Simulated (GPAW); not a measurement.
The N K edge of atom 5 in Cr3SnN (Pm-3m), with 6 Cr at 1.97 Å (octahedral, site symmetry m-3m), was computed in 2 ways: excited-electron core hole (neutral cell) and no core hole. Program and functional: GPAW, LDA, Gaussian full width 0.9 eV up to 4 eV, rising linearly to 3.5 eV at 25 eV; cells of 5 and 10 atoms (the run without a hole in the smaller).

Each run is counted from its own lowest empty level or Fermi level and scaled to a mean of 1 over its first 20 eV.

| E (eV) | run 1 | run 2 |
| --- | --- | --- |
| -2.0 | 0.00 | 0.00 |
| -1.5 | 0.00 | 0.00 |
| -1.0 | 0.00 | 0.00 |
| -0.5 | 0.02 | 0.05 |
| 0.0 | 0.10 | 0.30 |
| 0.5 | 0.32 | 1.11 |
| 1.0 | 1.06 | 2.81 |
| 1.5 | 2.15 | 3.40 |
| 2.0 | 2.24 | 2.10 |
| 2.5 | 1.79 | 1.23 |
| 3.0 | 1.55 | 1.40 |
| 3.5 | 1.84 | 1.59 |
| 4.0 | 1.95 | 1.30 |
| 4.5 | 1.47 | 1.00 |
| 5.0 | 1.10 | 0.72 |
| 5.5 | 0.74 | 0.54 |
| 6.0 | 0.62 | 0.58 |
| 6.5 | 0.82 | 1.02 |
| 7.0 | 1.15 | 1.56 |
| 7.5 | 1.47 | 1.70 |
| 8.0 | 1.58 | 1.35 |
| 8.5 | 1.39 | 0.86 |
| 9.0 | 1.06 | 0.58 |
| 9.5 | 0.78 | 0.50 |
| 10.0 | 0.57 | 0.49 |
| 10.5 | 0.46 | 0.51 |
| 11.0 | 0.47 | 0.58 |
| 11.5 | 0.58 | 0.70 |
| 12.0 | 0.74 | 0.87 |
| 12.5 | 0.92 | 1.06 |
| 13.0 | 1.07 | 1.20 |
| 13.5 | 1.16 | 1.24 |
| 14.0 | 1.16 | 1.17 |
| 14.5 | 1.13 | 1.03 |
| 15.0 | 1.07 | 0.84 |
| 15.5 | 0.98 | 0.67 |
| 16.0 | 0.84 | 0.53 |
| 16.5 | 0.66 | 0.44 |
| 17.0 | 0.50 | 0.39 |
| 17.5 | 0.40 | 0.38 |
| 18.0 | 0.38 | 0.40 |
| 18.5 | 0.40 | 0.45 |
| 19.0 | 0.45 | 0.51 |
| 19.5 | 0.51 | 0.57 |
| 20.0 | 0.57 | 0.63 |
| 20.5 | 0.62 | 0.68 |
| 21.0 | 0.64 | 0.70 |
| 21.5 | 0.64 | 0.69 |
| 22.0 | 0.62 | 0.66 |
| 22.5 | 0.59 | 0.64 |
| 23.0 | 0.56 | 0.63 |
| 23.5 | 0.54 | 0.65 |
| 24.0 | 0.54 | 0.69 |
| 24.5 | 0.57 | 0.74 |
| 25.0 | 0.63 | 0.80 |
| 25.5 | 0.69 | 0.83 |
| 26.0 | 0.76 | 0.84 |
| 26.5 | 0.80 | 0.82 |
| 27.0 | 0.81 | 0.78 |
| 27.5 | 0.80 | 0.74 |
| 28.0 | 0.76 | 0.71 |
| 28.5 | 0.72 | 0.68 |
| 29.0 | 0.68 | 0.66 |

**Question.** Which run is which?

Run 1: no core hole (area from −2 to 6 eV 8.3, main maxima 1.8 eV (2.33), 3.8 eV (1.98), 7.9 eV (1.58) and 13.8 eV (1.17)). Run 2: excited-electron core hole (neutral cell) (area from −2 to 6 eV 8.9, main maxima 1.4 eV (3.49), 3.4 eV (1.60), 7.4 eV (1.72) and 13.4 eV (1.24)). With each curve scaled to its own mean, the area from −2 to 6 eV with the hole is 8.9 against 8.3, and the centre of weight from −1 to 20 eV moves by -0.6 eV (first and strongest maxima below 20 eV: 1.8 eV (2.33), 3.8 eV (1.98) and 7.9 eV (1.58) without the hole, 1.4 eV (3.49), 3.4 eV (1.60) and 7.4 eV (1.72) with it); the shape changes all the same, by 39 % r.m.s.

[Hosts, paths, dates, database ids (printed as entryN), source tags and the programs' standing remarks are cut or masked in the printed files.]

[Lists of maxima count a maximum above −3 eV only where it reaches 4 % of the highest in the window and stands out from its surroundings by 2 % of it (1.5 % where it reaches 55 %); shoulders and weaker maxima are passed over, and of the rest the first, up to two pre-edge ones and the few strongest are named.]
